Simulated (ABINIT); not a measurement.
# SiSnSe3 (Pm-3m): zone-centre phonons, part 2 of 4

Which modes does SiSnSe3 (Pm-3m) have at the zone centre?

ABINIT 10.8.3; DFT LDA, scalar-relativistic, plane waves, HGH norm-conserving pseudopotentials.

So far. Step 4 (Relaxation): The volume changes by +0.6 % in this run and stands +8.2 % from the first cell. The relaxed cell has a = 4.788 Å (conventional setting).

The structure was built from a prototype and need not be the compound's stable phase.

### 6. Zone-centre response

At q = 0 one unit cell holds all displacements. The response is solved for single atoms along the cell's directions, and symmetry skips those that follow from others. The crystal is treated as a metal, which screens a static field, so no field response is asked.

Contents of dfpt_gamma.abi:

```

# common to the responses
getwfk_filepath "gso_WFK"
kptopt 2
nqpt 1
qpt 0.0 0.0 0.0
asr 0
chneut 0

# displacements
rfphon 1
rfatpol 1 5
rfdir 1 1 1
tolvrs 1.0d-10
prtwf 0

# basis, mesh and filling
ecut 26.0
ecutsm 3.0
ixc 7
ngkpt 6 6 6
nshiftk 1
shiftk 0.0 0.0 0.0
istwfk *1
occopt 6
tsmear 0.01
nband 20
nstep 100
diemac 1000000.0
prtebands 0
prtgsr 0
useylm 1

# cell and atoms
acell 9.0487551 9.0487551 9.0487551
rprim 
    1.0 0.0 0.0
    0.0 1.0 0.0
    0.0 0.0 1.0
ntypat 3
znucl 50 14 34
natom 5
typat 1 2 3 3 3
xred 
    0.0 0.0 0.0
    0.5 0.5 0.5
    0.5 0.5 0.0
    0.5 0.0 0.5
    0.0 0.5 0.5
pp_dirpath "./pseudo"
pseudos "Sn.hgh, Si.hgh, Se.hgh"
```

Started as:

```bash
$ OMP_NUM_THREADS=1 mpirun -n 2 abinit dfpt_gamma.abi > dfpt_gamma.log
```

Numbers of over 12 decimals in the logs are rounded to 6 here.

dfpt_gamma.abo, the main output file:

```text
[banners, grids, parts of the stress and lines that vanish by symmetry left out]
- input  file    -> dfpt_gamma.abi
- output file    -> dfpt_gamma.abo
- root for input  files -> dfpt_gammai
- root for output files -> dfpt_gammao

 Symmetries : space group Pm -3 m (#221); Bravais cP (primitive cubic)
================================================================================
 Values of the parameters that define the memory need of the present run (RF).
     intxc =       0      iscf =       7    lmnmax =      14     lnmax =       6
     mgfft =      45  mpssoang =       3    mqgrid =    3001     natom =       5
  nloc_mem =       1    nspden =       1   nspinor =       1    nsppol =       1
      nsym =      48    n1xccc =       0    ntypat =       3    occopt =       6
   xclevel =       1
-    mband =          20        mffmem =           1         mkmem =          56
-   mkqmem =          56        mk1mem =          56           mpw =        4710
      nfft =       91125          nkpt =         112
- my_mband =          20
================================================================================
================================================================================

--------------------------------------------------------------------------------
------------- Echo of variables that govern the present computation ------------
--------------------------------------------------------------------------------
-
- outvars: echo of selected default values
-   iomode0 =  0 , fftalg0 =312 , wfoptalg0 =  0
-
- outvars: echo of global parameters not present in the input file
-  max_nthreads =    1
-
 -outvars: echo values of preprocessed input variables
 [... echo left out ...]
================================================================================

 chkinp: Checking input parameters for consistency.

[...]
== DATASET  1 ==================================================================
-   mpi_nproc: 2, omp_nthreads: 1 (-1 if OMP is not activated)

--- !DatasetInfo
iteration_state: {dtset: 1, }
dimensions: {natom: 5, nkpt: 112, mband: 20, nsppol: 1, nspinor: 1, nspden: 1, mpw: 4710, }
cutoff_energies: {ecut:  26.0, pawecutdg:  -1.0, }
electrons: {nelect:   2.60000000E+01, charge:   0.00000000E+00, occopt:   6.00000000E+00, tsmear:   1.00000000E-02, }
meta: {optdriver: 1, rfphon: 1, }
...

 mkfilename: getwfk from: gso_WFK

 Exchange-correlation functional for the present dataset will be:
  LDA: Perdew-Wang 92 LSD fit to Ceperley-Alder data - ixc=7
 Citation for XC functional:
  J.P.Perdew and Y.Wang, PRB 45, 13244 (1992)

 Real(R)+Recip(G) space primitive vectors, cartesian coordinates (Bohr,Bohr^-1):
 R(1)=  9.0487551  0.0000000  0.0000000  G(1)=  0.1105124  0.0000000  0.0000000
 R(2)=  0.0000000  9.0487551  0.0000000  G(2)=  0.0000000  0.1105124  0.0000000
 R(3)=  0.0000000  0.0000000  9.0487551  G(3)=  0.0000000  0.0000000  0.1105124
 Unit cell volume ucvol=  7.4091179E+02 bohr^3
 Angles (23,13,12)=  9.00000000E+01  9.00000000E+01  9.00000000E+01 degrees
 setup1 : take into account q-point for computing boxcut.

 getcut: wavevector=  0.0000  0.0000  0.0000  ngfft=  45  45  45
         ecut(hartree)=     26.000   => boxcut(ratio)=   2.11842

--- Pseudopotential description ------------------------------------------------
- pspini: atom type   1  psp file is ./pseudo/Sn.hgh

- pspini: atom type   2  psp file is ./pseudo/Si.hgh

- pspini: atom type   3  psp file is ./pseudo/Se.hgh

   1.29273723E+03                                ecore*ucvol(ha*bohr**3)
--------------------------------------------------------------------------------

 ==>  initialize data related to q vector <==

 The list of irreducible perturbations for this q vector is:
    1)    idir= 1    ipert=   1
    2)    idir= 1    ipert=   2
    3)    idir= 1    ipert=   3
    4)    idir= 3    ipert=   3

[...]
The perturbation idir=   2  ipert=   1 is
 symmetric of a previously calculated perturbation.
 So, its SCF calculation is not needed.

 The perturbation idir=   3  ipert=   1 is
 symmetric of a previously calculated perturbation.
 So, its SCF calculation is not needed.

 The perturbation idir=   2  ipert=   2 is
 symmetric of a previously calculated perturbation.
 So, its SCF calculation is not needed.

 The perturbation idir=   3  ipert=   2 is
 symmetric of a previously calculated perturbation.
 So, its SCF calculation is not needed.

[...]
The perturbation idir=   2  ipert=   5 is
 symmetric of a previously calculated perturbation.
 So, its SCF calculation is not needed.

 The perturbation idir=   3  ipert=   5 is
 symmetric of a previously calculated perturbation.
 So, its SCF calculation is not needed.

--------------------------------------------------------------------------------
 Perturbation wavevector (in red.coord.)   0.000000  0.000000  0.000000
 Perturbation : displacement of atom   1   along direction   1
 Found     8 symmetries that leave the perturbation invariant.

[...]
dfpt_looppert : total number of electrons, from k and k+q
  fully or partially occupied states are    2.600000E+01 and    2.600000E+01.
 Initialisation of the first-order wave-functions :
  ireadwf=   0

--- !BeginCycle
iteration_state: {dtset: 1, }
solver: {iscf: 7, nstep: 100, nline: 4, wfoptalg: 0, }
tolerances: {tolvrs: 1.00E-10, }
...

     iter   2DEtotal(Ha)        deltaE(Ha) residm    vres2
-ETOT  1   33.803680295539     -5.896E+01 5.594E+00 1.502E+05
 ETOT  2  -1.476740     -3.528E+01 1.875E-01 9.203E+02
 ETOT  3  -1.843874     -3.671E-01 6.225E-02 2.289E+02
 ETOT  4  -1.894694     -5.082E-02 6.186E-03 1.256E+00
 ETOT  5  -1.894955     -2.618E-04 1.513E-03 4.898E-03
[...]
At SCF step   11       vres2   =  1.12E-11 < tolvrs=  1.00E-10 =>converged.
[...]
Mean square residual over all n,k,spin=   18.777E-12; max=  12.749E-09

 Thirteen components of 2nd-order total energy (hartree) are
 1,2,3: 0th-order hamiltonian combined with 1st-order wavefunctions
     kin0=   8.06338034E+01 eigvalue=  -9.28912057E-01  local=  -1.85108066E+01
 4,5,6: 1st-order hamiltonian combined with 1st and 0th-order wfs
 loc psp =  -8.53812643E+01  Hartree=   1.69097554E+01     xc=  -8.87158707E+00
 note that "loc psp" includes a xc core correction that could be resolved
 7,8,9: eventually, occupation + non-local contributions
    edocc=   7.73095879E+00     enl0=   1.76910090E+01   enl1=  -1.03927178E+02
 1-9 gives the relaxation energy (to be shifted if some occ is /=2.0)
   erelax=  -9.46542209E+01
 10,11,12 Non-relaxation  contributions : frozen-wavefunctions and Ewald
 fr.local=   2.66399721E+00 fr.nonlo=   4.93588848E+01  Ewald=   4.07363813E+01
 13,14 Frozen wf xc core corrections (1) and (2)
 frxc 1  =   0.00000000E+00  frxc 2 =   0.00000000E+00
 Resulting in :
 2DEtotal=   -0.1894957566E+01 Ha. Also 2DEtotal=   -0.515644222571E+02 eV
    (2DErelax=   -9.4654220913E+01 Ha. 2DEnonrelax=    9.2759263347E+01 Ha)
    (  non-var. 2DEtotal :   -1.8949575363E+00 Ha)

[...]
Perturbation wavevector (in red.coord.)   0.000000  0.000000  0.000000
 Perturbation : displacement of atom   2   along direction   1
 Found     8 symmetries that leave the perturbation invariant.

[...]
dfpt_looppert : total number of electrons, from k and k+q
  fully or partially occupied states are    2.600000E+01 and    2.600000E+01.
 Initialisation of the first-order wave-functions :
  ireadwf=   0

--- !BeginCycle
iteration_state: {dtset: 1, }
solver: {iscf: 7, nstep: 100, nline: 4, wfoptalg: 0, }
tolerances: {tolvrs: 1.00E-10, }
...

     iter   2DEtotal(Ha)        deltaE(Ha) residm    vres2
-ETOT  1   118.59246561371     -1.645E+01 1.081E+00 4.167E+05
[...]
At SCF step   11       vres2   =  5.40E-12 < tolvrs=  1.00E-10 =>converged.
[...]
Mean square residual over all n,k,spin=   24.189E-13; max=  17.250E-10

 Thirteen components of 2nd-order total energy (hartree) are
 1,2,3: 0th-order hamiltonian combined with 1st-order wavefunctions
     kin0=   1.47366829E+02 eigvalue=  -1.03664173E-02  local=  -1.33244980E+02
 4,5,6: 1st-order hamiltonian combined with 1st and 0th-order wfs
 loc psp =   4.31711256E+01  Hartree=   3.64058550E+01     xc=  -1.13808714E+01
 note that "loc psp" includes a xc core correction that could be resolved
 7,8,9: eventually, occupation + non-local contributions
    edocc=   9.67160605E+00     enl0=   8.42795546E+01   enl1=  -3.09346379E+02
 1-9 gives the relaxation energy (to be shifted if some occ is /=2.0)
   erelax=  -1.33087626E+02
 10,11,12 Non-relaxation  contributions : frozen-wavefunctions and Ewald
 fr.local=  -7.30884612E+01 fr.nonlo=   1.67394366E+02  Ewald=   4.07363813E+01
 13,14 Frozen wf xc core corrections (1) and (2)
 frxc 1  =   0.00000000E+00  frxc 2 =   0.00000000E+00
 Resulting in :
 2DEtotal=    0.1954660043E+01 Ha. Also 2DEtotal=    0.531890094172E+02 eV
    (2DErelax=   -1.3308762650E+02 Ha. 2DEnonrelax=    1.3504228654E+02 Ha)
    (  non-var. 2DEtotal :    1.9546600323E+00 Ha)

[...]
Perturbation wavevector (in red.coord.)   0.000000  0.000000  0.000000
 Perturbation : displacement of atom   3   along direction   1
 Found     4 symmetries that leave the perturbation invariant.

[...]
dfpt_looppert : total number of electrons, from k and k+q
  fully or partially occupied states are    2.600000E+01 and    2.600000E+01.
 Initialisation of the first-order wave-functions :
  ireadwf=   0

--- !BeginCycle
iteration_state: {dtset: 1, }
solver: {iscf: 7, nstep: 100, nline: 4, wfoptalg: 0, }
tolerances: {tolvrs: 1.00E-10, }
...

     iter   2DEtotal(Ha)        deltaE(Ha) residm    vres2
-ETOT  1   267.92378680990     -2.166E+02 1.159E+01 9.917E+05
[...]
At SCF step   11       vres2   =  8.99E-11 < tolvrs=  1.00E-10 =>converged.
[...]
Mean square residual over all n,k,spin=   11.799E-13; max=  84.082E-11

 Thirteen components of 2nd-order total energy (hartree) are
 1,2,3: 0th-order hamiltonian combined with 1st-order wavefunctions
     kin0=   4.82164027E+02 eigvalue=  -5.06336101E+00  local=  -2.73700624E+02
 4,5,6: 1st-order hamiltonian combined with 1st and 0th-order wfs
 loc psp =  -2.35378474E+02  Hartree=   1.22729808E+02     xc=  -4.36765197E+01
 note that "loc psp" includes a xc core correction that could be resolved
 7,8,9: eventually, occupation + non-local contributions
    edocc=   1.85975866E+01     enl0=   1.84755484E+02   enl1=  -7.36234329E+02
 1-9 gives the relaxation energy (to be shifted if some occ is /=2.0)
   erelax=  -4.85806402E+02
 10,11,12 Non-relaxation  contributions : frozen-wavefunctions and Ewald
 fr.local=   1.01493973E+02 fr.nonlo=   3.73082843E+02  Ewald=   9.90898149E+00
 13,14 Frozen wf xc core corrections (1) and (2)
 frxc 1  =   0.00000000E+00  frxc 2 =   0.00000000E+00
 Resulting in :
 2DEtotal=   -0.1320603514E+01 Ha. Also 2DEtotal=   -0.359354522986E+02 eV
    (2DErelax=   -4.8580640190E+02 Ha. 2DEnonrelax=    4.8448579839E+02 Ha)
    (  non-var. 2DEtotal :   -1.3206032590E+00 Ha)

[...]
Perturbation wavevector (in red.coord.)   0.000000  0.000000  0.000000
 Perturbation : displacement of atom   3   along direction   3
 Found     8 symmetries that leave the perturbation invariant.

--------------------------------------------------------------------------------

--------------------------------------------------------------------------------

 dfpt_looppert : total number of electrons, from k and k+q
  fully or partially occupied states are    2.600000E+01 and    2.600000E+01.
 Initialisation of the first-order wave-functions :
  ireadwf=   0

--- !BeginCycle
iteration_state: {dtset: 1, }
solver: {iscf: 7, nstep: 100, nline: 4, wfoptalg: 0, }
tolerances: {tolvrs: 1.00E-10, }
...

     iter   2DEtotal(Ha)        deltaE(Ha) residm    vres2
-ETOT  1   379.69129470528     -1.155E+02 1.507E+00 1.308E+06
[...]
ETOT 11   6.600051     -9.095E-13 1.054E-09 6.905E-10
 ETOT 12   6.600051      2.956E-12 2.805E-10 1.644E-12

 At SCF step   12       vres2   =  1.64E-12 < tolvrs=  1.00E-10 =>converged.
[...]
Mean square residual over all n,k,spin=   74.734E-14; max=  28.046E-11

 Thirteen components of 2nd-order total energy (hartree) are
 1,2,3: 0th-order hamiltonian combined with 1st-order wavefunctions
     kin0=   4.59569974E+02 eigvalue=   1.23521599E+00  local=  -2.53928168E+02
 4,5,6: 1st-order hamiltonian combined with 1st and 0th-order wfs
 loc psp =  -2.39264448E+02  Hartree=   1.31455743E+02     xc=  -4.24832072E+01
 note that "loc psp" includes a xc core correction that could be resolved
 7,8,9: eventually, occupation + non-local contributions
    edocc=   3.19242363E+01     enl0=   1.60861013E+02   enl1=  -7.38005165E+02
 1-9 gives the relaxation energy (to be shifted if some occ is /=2.0)
   erelax=  -4.88634807E+02
 10,11,12 Non-relaxation  contributions : frozen-wavefunctions and Ewald
 fr.local=  -1.63289828E+01 fr.nonlo=   3.64732971E+02  Ewald=   1.46830870E+02
 13,14 Frozen wf xc core corrections (1) and (2)
 frxc 1  =   0.00000000E+00  frxc 2 =   0.00000000E+00
 Resulting in :
 2DEtotal=    0.6600050948E+01 Ha. Also 2DEtotal=    0.179596535597E+03 eV
    (2DErelax=   -4.8863480661E+02 Ha. 2DEnonrelax=    4.9523485756E+02 Ha)
    (  non-var. 2DEtotal :    6.6000509468E+00 Ha)

[...]
---- first-order wavefunction calculations are completed ----

 ==> Compute Derivative Database <==

 [... matrices left out ...]
  Phonon wavevector (reduced coordinates) :  0.00000  0.00000  0.00000
 Phonon energies in Hartree :
  -5.330192E-04 -5.330192E-04 -5.330192E-04 -3.404017E-04 -3.404017E-04
  -3.404017E-04 -2.312908E-04 -2.312908E-04 -2.312908E-04 -6.449673E-06
  -6.449672E-06 -6.449671E-06  1.071805E-03  1.071805E-03  1.071805E-03
 Phonon frequencies in cm-1    :
- -1.169842E+02 -1.169842E+02 -1.169842E+02 -7.470953E+01 -7.470953E+01
- -7.470953E+01 -5.076245E+01 -5.076245E+01 -5.076245E+01 -1.415540E+00
- -1.415539E+00 -1.415539E+00  2.352341E+02  2.352341E+02  2.352341E+02

== END DATASET(S) ==============================================================
================================================================================

 -outvars: echo values of variables after computation
            acell      9.0487551000E+00  9.0487551000E+00  9.0487551000E+00 Bohr
           etotal      6.6000509483E+00
            fcart      0.0000000000E+00  0.0000000000E+00  0.0000000000E+00
           strten      0.0000000000E+00  0.0000000000E+00  0.0000000000E+00
================================================================================
```

It took 7.2 min on 2 MPI ranks of Intel Xeon at 2.70GHz, shared host.

Numbers from this step:

```yaml
largest_acoustic_frequency_at_the_zone_centre_before_the_sum_rule: -1.42 cm⁻¹
highest_optical_zone_centre_mode_no_lo_to_term: 235.2 cm⁻¹
lowest_optical_zone_centre_mode: -117.0 cm⁻¹
```

The acoustic modes at Γ come out as far as 1.4 cm⁻¹ from zero, where they should vanish, a small numerical error. The lowest optical mode is imaginary, 117i cm⁻¹, an instability at this level and on this k mesh.

(Part 2 of 4 ends here.)

[Host names and launcher messages were left out of these logs when they were recorded.]

[Logs are printed without paths, hosts, clocks, repeated set-up lines and the standing remarks that a program may print on its own settings, such as how far it seeks lower states.]

[Hosts, paths, dates, database ids (printed as entryN), source tags and the programs' standing remarks are cut or masked in the printed files.]
